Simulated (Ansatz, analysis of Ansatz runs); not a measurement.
# Y4S3N2 (C2/m), nudged elastic band: H transfer from N to S (q = +1), part 2 of 2

Aim: the barrier of one jump in Y4S3N2 (C2/m) at charge +1: H transfer from N to S. The model is a cell of 36 host atoms with 1 H put in; H is the atom that moves.

Ansatz 0.2.0; plane-wave PAW DFT, PBEsol; nudged elastic band between two relaxed defect structures at fixed charge in a uniform background.

So far. Step 2 (Relaxation of the start point, charge +1): Among the atoms that came to bonding distance: N33–H37 1.05 Å (from 2.04).

**4. Nudged elastic band, charge +1**

3 movable images are laid between the ends on a pair-potential path, which keeps atoms from colliding in the first guess. Each image feels the true force across the path and a spring force along it. The highest image is set to climb to the top of the path.

This step: plane-wave PAW DFT, PBEsol; nudged elastic band between two relaxed defect structures at fixed charge in a uniform background.

qp1_c36k1s.neb/input.yaml

```yaml
crystal:
  lattice:
    - [12.77813411, 0.0, -0.02476517]
    - [0.0, 7.58297771, 0.0]
    - [-6.06062451, 0.0, 7.65368011]
  atoms:
    - { symbol: "Y", position: [0.26103554, 0.2500145, 0.65287159] }
    - { symbol: "Y", position: [0.7612371, 0.00052505, 0.64866667] }
    - { symbol: "Y", position: [0.25163491, 0.01392488, 0.35738915] }
    - { symbol: "Y", position: [0.74298551, 0.24994086, 0.35240168] }
    - { symbol: "Y", position: [0.43840839, -0.00171992, 0.14357598] }
    - { symbol: "Y", position: [0.93961034, 0.24972582, 0.14467548] }
    - { symbol: "Y", position: [0.06627374, 0.25036841, 0.85490251] }
    - { symbol: "Y", position: [0.56676441, 0.00188246, 0.85782719] }
    - { symbol: S, position: [0.00423862, -0.00091574, 0.00306911] }
    - { symbol: S, position: [0.5020916, 0.24987866, 0.00017897] }
    - { symbol: S, position: [0.17497095, -0.00046076, 0.78042548] }
    - { symbol: S, position: [0.67609019, 0.25039581, 0.7842157] }
    - { symbol: S, position: [0.33189767, 0.24958919, 0.21944584] }
    - { symbol: S, position: [0.83034675, -0.00045684, 0.21913107] }
    - { symbol: "N", position: [0.14968174, 0.24934689, 0.36286446] }
    - { symbol: "N", position: [0.64632006, -0.00082712, 0.35966742] }
    - { symbol: "N", position: [0.35776547, -0.00021463, 0.64045335] }
    - { symbol: "N", position: [0.85814638, 0.25045345, 0.64112408] }
    - { symbol: "Y", position: [0.26310568, 0.75005893, 0.64861198] }
    - { symbol: "Y", position: [0.76126037, 0.49953172, 0.64867796] }
    - { symbol: "Y", position: [0.25194291, 0.4854406, 0.35776293] }
    - { symbol: "Y", position: [0.74337143, 0.74984257, 0.3530042] }
    - { symbol: "Y", position: [0.43832227, 0.50096733, 0.14333655] }
    - { symbol: "Y", position: [0.91974136, 0.74974117, 0.12711654] }
    - { symbol: "Y", position: [0.06615739, 0.75031035, 0.85439359] }
    - { symbol: "Y", position: [0.56693867, 0.49863604, 0.85800023] }
    - { symbol: S, position: [0.00438294, 0.50107685, 0.00320785] }
    - { symbol: S, position: [0.50070506, 0.75001352, -0.00247527] }
    - { symbol: S, position: [0.17458086, 0.50115911, 0.77985618] }
    - { symbol: S, position: [0.6749215, 0.75030432, 0.78328681] }
    - { symbol: S, position: [0.3288952, 0.74938543, 0.21959624] }
    - { symbol: S, position: [0.83000304, 0.49973363, 0.21871562] }
    - { symbol: "N", position: [0.14473958, 0.74915777, 0.34978105] }
    - { symbol: "N", position: [0.64634028, 0.49947811, 0.35967412] }
    - { symbol: "N", position: [0.35772546, 0.50140798, 0.64057072] }
    - { symbol: "N", position: [0.85752666, 0.75056614, 0.64100336] }
    - { symbol: H, position: [0.14273257, 0.74937961, 0.24060106] }
total_charge: 1
basis:
  ecutwfc: 420
  xc_grid: 2
hamiltonian:
  xc: pbesol
kpoints:
  mp_grid: { grid: [1, 1, 1], shift: [0.25, 0.25, 0.25] }
scf:
  occupations: { method: fixed }
  max_iter: 120
output:
  forces: true
neb:
  images: 3
  f_tol: 0.04
  climbing: true
  initial_path: idpp
  max_iterations: 45
  order_check: false
  final_atoms:
    - { symbol: "Y", position: [0.26185619, 0.25026247, 0.65635326] }
    - { symbol: "Y", position: [0.75903026, 0.00258285, 0.64730499] }
    - { symbol: "Y", position: [0.24509059, 0.0072538, 0.36165506] }
    - { symbol: "Y", position: [0.74609464, 0.24993093, 0.35349139] }
    - { symbol: "Y", position: [0.44023082, 0.0062095, 0.14154681] }
    - { symbol: "Y", position: [0.93711028, 0.24960553, 0.14347012] }
    - { symbol: "Y", position: [0.06735113, 0.25046442, 0.85863039] }
    - { symbol: "Y", position: [0.56879285, -0.00036408, 0.85851647] }
    - { symbol: S, position: [0.00733924, -0.00384914, 0.00243719] }
    - { symbol: S, position: [0.505755, 0.25016263, 0.00283499] }
    - { symbol: S, position: [0.17701353, -0.0015741, 0.78784379] }
    - { symbol: S, position: [0.67677157, 0.25023357, 0.78441904] }
    - { symbol: S, position: [0.33048262, 0.24944741, 0.22112279] }
    - { symbol: S, position: [0.83034247, -0.00110924, 0.2186118] }
    - { symbol: "N", position: [0.14535016, 0.24940857, 0.36518873] }
    - { symbol: "N", position: [0.64567308, 0.00046863, 0.35900328] }
    - { symbol: "N", position: [0.35904668, 0.00254958, 0.6467438] }
    - { symbol: "N", position: [0.8582999, 0.25048133, 0.6419597] }
    - { symbol: "Y", position: [0.26232509, 0.75020105, 0.65183829] }
    - { symbol: "Y", position: [0.75919478, 0.49745702, 0.64747296] }
    - { symbol: "Y", position: [0.24511465, 0.49237824, 0.36156488] }
    - { symbol: "Y", position: [0.74057509, 0.74985681, 0.34673214] }
    - { symbol: "Y", position: [0.4403918, 0.49313967, 0.14194854] }
    - { symbol: "Y", position: [0.94128736, 0.74972233, 0.14659404] }
    - { symbol: "Y", position: [0.05367936, 0.75053744, 0.83767798] }
    - { symbol: "Y", position: [0.56870636, 0.50093239, 0.85832628] }
    - { symbol: S, position: [0.00764459, 0.50416626, 0.00268304] }
    - { symbol: S, position: [0.5014019, 0.7497087, 0.00128607] }
    - { symbol: S, position: [0.17732464, 0.50262614, 0.78829956] }
    - { symbol: S, position: [0.67556075, 0.75037327, 0.78191852] }
    - { symbol: S, position: [0.37400746, 0.74983165, 0.28238985] }
    - { symbol: S, position: [0.83054195, 0.50027269, 0.21866907] }
    - { symbol: "N", position: [0.15115627, 0.74930464, 0.36206385] }
    - { symbol: "N", position: [0.64574649, 0.49824458, 0.35927334] }
    - { symbol: "N", position: [0.35875112, 0.49867951, 0.64656272] }
    - { symbol: "N", position: [0.85160495, 0.75041841, 0.63318441] }
    - { symbol: H, position: [0.23583284, 0.74984694, 0.17041991] }
```

Command:

```sh
$ ansatz run input.yaml --threads 32 --pin off --max-ram 84787MiB --backend cuda --events-out ev --progress --plain --runs-dir out --max-vram 78GiB
```

Numbers of over 12 decimals in the logs are rounded to 6 here.

The program printed:

```text
[...]
Warning: neb: disabling space-group detection — the band's intermediate images generally break the endpoint symmetry, so the full k-mesh is solved, and no spatial operation symmetrises the density, ex [...]
[...]
Crystal: 37 atoms, lattice volume = 740.475 Å³
Basis set: ecut = 420 eV, 14481 PW (Γ), exchange–correlation on 180×108×144 points (8 copies of the dense FFT grid, shifted against one another)
Bands: 181, of which v1, the nominal top of the filled ones, is band 144 counted from 1 (143 counted from 0)
[...]
k-points: 1
[...]
SCF iter   1: F=—  HF=-74465.961891 eV  |F-HF|=—  |Δ(HF+E_count)|=         —  Δρ=6.14e-3  dr2=4.45e-1  ethr=1.77e-3  ⟨swp⟩=5.0  Hψ=604  notcnv=0  defer=35
[...]
SCF iter   2: F=—  HF=-74465.842275 eV  |F-HF|=—  |Δ(HF+E_count)|=   1.20e-1  Δρ=2.15e-3  dr2=5.58e-2  ethr=1.54e-4  ⟨swp⟩=2.0  Hψ=274  notcnv=0  defer=35
[...]
SCF iter  10: F=-74465.831014 eV  HF=-74465.831014 eV  |F-HF|=1.55e-8  |Δ(HF+E_count)|=   1.06e-7  Δρ=1.28e-6  dr2=2.17e-8  ethr=3.47e-11  ⟨swp⟩=4.0  Hψ=533  notcnv=0
SCF 1 converged in 10 iterations: F = -74465.831014 eV  dr2 = 2.17e-8
[...]
SCF 25 converged in 5 iterations: F = -74464.675849 eV  dr2 = 6.56e-8
[...]
SCF converged after 5 iterations
[...]
--- NEB band (5 images, 8 band iterations, 220 SCF iterations) ---
  forward barrier  = 1.538772 eV
  backward barrier = 0.057086 eV
  climbing image's point = of an order that was not read
  energies are F+E_penalty+E_count in eV, relative to image 0
  image     s (Å)  Δ vs image 0  max|band force component| (eV/Å)
      0    0.0000      0.000000                                 —
      1    0.4762      0.174078                          1.413e-2
      2    0.9524      1.155164                          3.269e-2
  *   3    1.4286      1.538772                          1.243e-2
      4    2.0463      1.481686                                 —
  climbing-image geometry (image 3):
  cell:  # Å, volume = 740.4752 Å³
    - [12.77813411, 0.0, -0.02476517]
    - [0.0, 7.58297771, 0.0]
    - [-6.06062451, 0.0, 7.65368011]
  atoms:
    - { symbol: Y, position: [0.261670, 0.250113, 0.656544] }
    - { symbol: Y, position: [0.759392, 0.001480, 0.647186] }
    - { symbol: Y, position: [0.246879, 0.012262, 0.361032] }
    - { symbol: Y, position: [0.744633, 0.250008, 0.352334] }
    - { symbol: Y, position: [0.438373, 0.004994, 0.140036] }
    - { symbol: Y, position: [0.936630, 0.249707, 0.143199] }
    - { symbol: Y, position: [0.065956, 0.250371, 0.855493] }
    - { symbol: Y, position: [0.568893, -0.000106, 0.858822] }
    - { symbol: S, position: [0.005894, -0.000791, 0.001402] }
    - { symbol: S, position: [0.504714, 0.250246, 0.002657] }
    - { symbol: S, position: [0.175836, -0.001665, 0.784377] }
    - { symbol: S, position: [0.676035, 0.250202, 0.783679] }
    - { symbol: S, position: [0.330281, 0.249425, 0.219735] }
    - { symbol: S, position: [0.830947, -0.002159, 0.218778] }
    - { symbol: N, position: [0.145190, 0.249258, 0.365340] }
    - { symbol: N, position: [0.644515, -0.000498, 0.357947] }
    - { symbol: N, position: [0.359072, 0.002763, 0.645684] }
    - { symbol: N, position: [0.857169, 0.250540, 0.640078] }
    - { symbol: Y, position: [0.262546, 0.750103, 0.648395] }
    - { symbol: Y, position: [0.759537, 0.498540, 0.647343] }
    - { symbol: Y, position: [0.246858, 0.487136, 0.360954] }
    - { symbol: Y, position: [0.741046, 0.749903, 0.348041] }
    - { symbol: Y, position: [0.438447, 0.494343, 0.140372] }
    - { symbol: Y, position: [0.940313, 0.749845, 0.142964] }
    - { symbol: Y, position: [0.058356, 0.750467, 0.844520] }
    - { symbol: Y, position: [0.568780, 0.500747, 0.858413] }
    - { symbol: S, position: [0.006126, 0.501092, 0.001640] }
    - { symbol: S, position: [0.500187, 0.749648, -0.000510] }
    - { symbol: S, position: [0.176097, 0.502536, 0.784749] }
    - { symbol: S, position: [0.677113, 0.750478, 0.784471] }
    - { symbol: S, position: [0.352365, 0.749793, 0.256303] }
    - { symbol: S, position: [0.831178, 0.501397, 0.218991] }
    - { symbol: N, position: [0.154153, 0.749255, 0.354790] }
    - { symbol: N, position: [0.644564, 0.499288, 0.358207] }
    - { symbol: N, position: [0.358847, 0.498506, 0.645495] }
    - { symbol: N, position: [0.854328, 0.750508, 0.635849] }
    - { symbol: H, position: [0.222166, 0.749571, 0.214120] }
[...]
```

The job ended after 8.4 s (1 × NVIDIA GB200 with 32 threads of Arm Neoverse V2, shared host; peak memory 1.7 GiB; 30 s of CPU time).

The column dr2 measures how far the density is from self-consistency, as an energy; F and HF (Harris–Foulkes) agree once it is small.

The path, image by image:

| image | path (Å) | energy (eV) | H37: x, y, z (Å) |
| --- | --- | --- | --- |
| 0 | 0.000 | 0.0000 | 0.366, 5.683, 1.838 |
| 1 | 0.476 | 0.1740 | 0.747, 5.683, 1.958 |
| 2 | 0.952 | 1.1550 | 1.182, 5.683, 1.856 |
| 3 | 1.429 | 1.5390 | 1.541, 5.684, 1.633 |
| 4 | 2.046 | 1.4820 | 1.981, 5.686, 1.298 |

Read from the output:

```yaml
free_energy: -74464.2922 eV
barrier_forward: 1.539 eV
barrier_backward: 0.05709 eV
end_less_start: 1.482 eV
hop_length: 1.703 Å
```

Track of the atom that was set to move:

| image | x (Å) | y (Å) | z (Å) | nearest neighbour | distance (Å) |
| --- | --- | --- | --- | --- | --- |
| 0 | 0.366 | 5.683 | 1.838 | N | 1.05 |
| 1 | 0.747 | 5.683 | 1.958 | N | 1.077 |
| 2 | 1.182 | 5.683 | 1.856 | N | 1.431 |
| 3 | 1.541 | 5.684 | 1.633 | S | 1.444 |
| 4 | 1.981 | 5.686 | 1.298 | S | 1.382 |

The band met its tolerance of 0.04 eV/Å after 8 iterations, with image 3 on top (the start counts as 0). H37, which moves farthest between the ends, has 1 N at 1.05 Å nearest at the start and 1 S at 1.44 Å at the top.

**5. Single point at the top of the path, PBEsol**

A single point at the top of the band gives the levels near the gap and the populations there.

This step: plane-wave PAW DFT, PBEsol; single point of a defect supercell on a structure of the PBEsol path.

qp1_c36k1s.top.probe/input.yaml

```yaml
crystal:
  lattice:
    - [12.77813411, 0.0, -0.02476517]
    - [0.0, 7.58297771, 0.0]
    - [-6.06062451, 0.0, 7.65368011]
  atoms:
    - { symbol: "Y", position: [0.26166971, 0.2501128, 0.65654449] }
    - { symbol: "Y", position: [0.7593923, 0.00148028, 0.64718557] }
    - { symbol: "Y", position: [0.24687867, 0.01226199, 0.36103243] }
    - { symbol: "Y", position: [0.74463298, 0.25000836, 0.35233439] }
    - { symbol: "Y", position: [0.43837287, 0.00499385, 0.14003557] }
    - { symbol: "Y", position: [0.93662989, 0.24970661, 0.1431994] }
    - { symbol: "Y", position: [0.0659559, 0.25037128, 0.85549308] }
    - { symbol: "Y", position: [0.56889265, -0.00010625, 0.85882176] }
    - { symbol: S, position: [0.00589401, -0.00079054, 0.00140239] }
    - { symbol: S, position: [0.50471364, 0.25024629, 0.00265713] }
    - { symbol: S, position: [0.17583569, -0.00166542, 0.78437736] }
    - { symbol: S, position: [0.676035, 0.25020204, 0.78367903] }
    - { symbol: S, position: [0.33028115, 0.24942519, 0.21973545] }
    - { symbol: S, position: [0.83094729, -0.00215868, 0.21877829] }
    - { symbol: "N", position: [0.14518974, 0.24925835, 0.36533978] }
    - { symbol: "N", position: [0.64451503, -0.00049794, 0.3579467] }
    - { symbol: "N", position: [0.35907161, 0.00276344, 0.64568394] }
    - { symbol: "N", position: [0.8571688, 0.2505404, 0.6400777] }
    - { symbol: "Y", position: [0.2625459, 0.75010261, 0.64839534] }
    - { symbol: "Y", position: [0.75953725, 0.49853966, 0.64734251] }
    - { symbol: "Y", position: [0.24685765, 0.48713553, 0.36095396] }
    - { symbol: "Y", position: [0.7410465, 0.74990295, 0.34804103] }
    - { symbol: "Y", position: [0.43844655, 0.49434301, 0.14037217] }
    - { symbol: "Y", position: [0.94031252, 0.74984504, 0.14296413] }
    - { symbol: "Y", position: [0.05835571, 0.75046715, 0.84452046] }
    - { symbol: "Y", position: [0.56878031, 0.50074674, 0.85841299] }
    - { symbol: S, position: [0.00612599, 0.50109193, 0.00163964] }
    - { symbol: S, position: [0.50018656, 0.74964848, -0.0005097] }
    - { symbol: S, position: [0.17609709, 0.50253611, 0.78474889] }
    - { symbol: S, position: [0.67711328, 0.7504784, 0.78447079] }
    - { symbol: S, position: [0.3523649, 0.74979263, 0.25630337] }
    - { symbol: S, position: [0.83117767, 0.50139719, 0.21899121] }
    - { symbol: "N", position: [0.15415321, 0.74925482, 0.35478971] }
    - { symbol: "N", position: [0.64456369, 0.49928832, 0.35820661] }
    - { symbol: "N", position: [0.35884716, 0.49850632, 0.64549513] }
    - { symbol: "N", position: [0.85432759, 0.75050757, 0.63584875] }
    - { symbol: H, position: [0.22216553, 0.74957083, 0.21411972] }
total_charge: 1
basis:
  ecutwfc: 420
  xc_grid: 2
hamiltonian:
  xc: pbesol
kpoints:
  mp_grid: { grid: [1, 1, 1], shift: [0.25, 0.25, 0.25] }
scf:
  occupations: { method: fixed }
  max_iter: 120
output:
  forces: true
  eigenvalues: true
  eigenstates: { localisation: true }
  populations: true
  write_density: true
  write_potential: true
  volumetric_format: npy
  elf: true
checkpoint:
  write: "../qp1_c36k1s.top.probe.run"
  compress: false
  write_wavefunctions: false
  write_every: 100000
```

The program printed:

```text
[...]
Crystal: 37 atoms, lattice volume = 740.475 Å³
Basis set: ecut = 420 eV, 14481 PW (Γ), exchange–correlation on 180×108×144 points (8 copies of the dense FFT grid, shifted against one another)
Bands: 181, of which v1, the nominal top of the filled ones, is band 144 counted from 1 (143 counted from 0)
[...]
k-points: 1
[...]
SCF iter   9: F=—  HF=-74464.292242 eV  |F-HF|=—  |Δ(HF+E_count)|=   8.10e-7  Δρ=6.02e-6  dr2=4.27e-7  ethr=2.89e-10  ⟨swp⟩=2.0  Hψ=233  notcnv=0  defer=30
SCF iter  10: F=-74464.292242 eV  HF=-74464.292242 eV  |F-HF|=2.46e-8  |Δ(HF+E_count)|=   1.56e-8  Δρ=2.60e-6  dr2=7.17e-8  ethr=3.47e-11  ⟨swp⟩=20.0  Hψ=1499  notcnv=0
SCF 1 converged in 10 iterations: F = -74464.292242 eV  dr2 = 7.17e-8
[...]
SCF converged after 10 iterations
Free energy (F): -74464.292242 eV
[...]
Fermi energy:    8.097763 eV
[...]
--- Forces (eV/Å), atoms counted from 1 ---
[...]
--- Band table (eV) ---
[...]
--- Löwdin populations: 37 sites ---
[...]
spilling = 0.003103 (of n_electrons = 288.000000)
[...]
```

The job ended after 1.5 s (1 × NVIDIA GB200 with 32 threads; peak memory 1.3 GiB; 5.2 s of CPU time).

Read from the output:

| Item | Value |
| --- | --- |
| free energy | -74464.2922 eV |

From eigenstates.tsv, first k-point; energies on the run's zero. The participation number counts the atoms that a state is spread over, of 37; bands count from 0.

| spin | band | energy (eV) | occupation | participation | largest share on | share |
| --- | --- | --- | --- | --- | --- | --- |
| both | 138 | 7.633 | 2.00 | 15.4 | N15 | 0.11 |
| both | 139 | 7.661 | 2.00 | 13.7 | N18 | 0.16 |
| both | 140 | 7.737 | 2.00 | 15.3 | N16 | 0.13 |
| both | 141 | 7.799 | 2.00 | 16.5 | N34 | 0.13 |
| both | 142 | 7.868 | 2.00 | 17.6 | N16 | 0.11 |
| both | 143 | 8.098 | 2.00 | 17.8 | N18 | 0.10 |
| both | 144 | 9.895 | 0.00 | 18.2 | Y5 | 0.11 |
| both | 145 | 10.224 | 0.00 | 18.1 | Y24 | 0.10 |
| both | 146 | 10.791 | 0.00 | 20.0 | S31 | 0.13 |
| both | 147 | 10.957 | 0.00 | 26.8 | Y6 | 0.09 |
| both | 148 | 11.069 | 0.00 | 29.5 | Y8 | 0.07 |

Under PBEsol at one point at (¼, ¼, ¼), the highest filled state is spread over 18 of 37 atoms, and the lowest empty one, 1.80 eV above it, is spread over 18 of 37 atoms.

The distance between the highest filled and the lowest empty level goes from 1.90 eV at the start to 1.80 eV at the top.

**6. Outcome**

```json
{"barrier forward": "1.54 eV", "barrier backward": "0.06 eV", "end less start": "1.48 eV", "hop length": "1.70 Å", "band iterations, as the log counts them": "8"}
```

The top of the band lies 1.54 eV above the start and 0.06 eV above the end. The ends differ by 1.48 eV, so they aren't like places or like states; the smaller barrier is only the way out of the higher one. For hydrogen, zero-point energy and tunnelling change the rate much, so no rate follows from this barrier alone. The order of the top as a saddle was not checked for all atoms, so a bent path could be lower. No image-charge correction is applied; it largely cancels along a path if the charge stays localised alike. What this leaves open: one k-point off the zone centre stands for the whole zone; periodic copies of the defect are only 7.6 Å apart.

[Logs are printed without paths, hosts, clocks, repeated set-up lines and the standing remarks that a program may print on its own settings, such as how far it seeks lower states.]

[Hosts, paths, dates, database ids (printed as entryN), source tags and the programs' standing remarks are cut or masked in the printed files.]
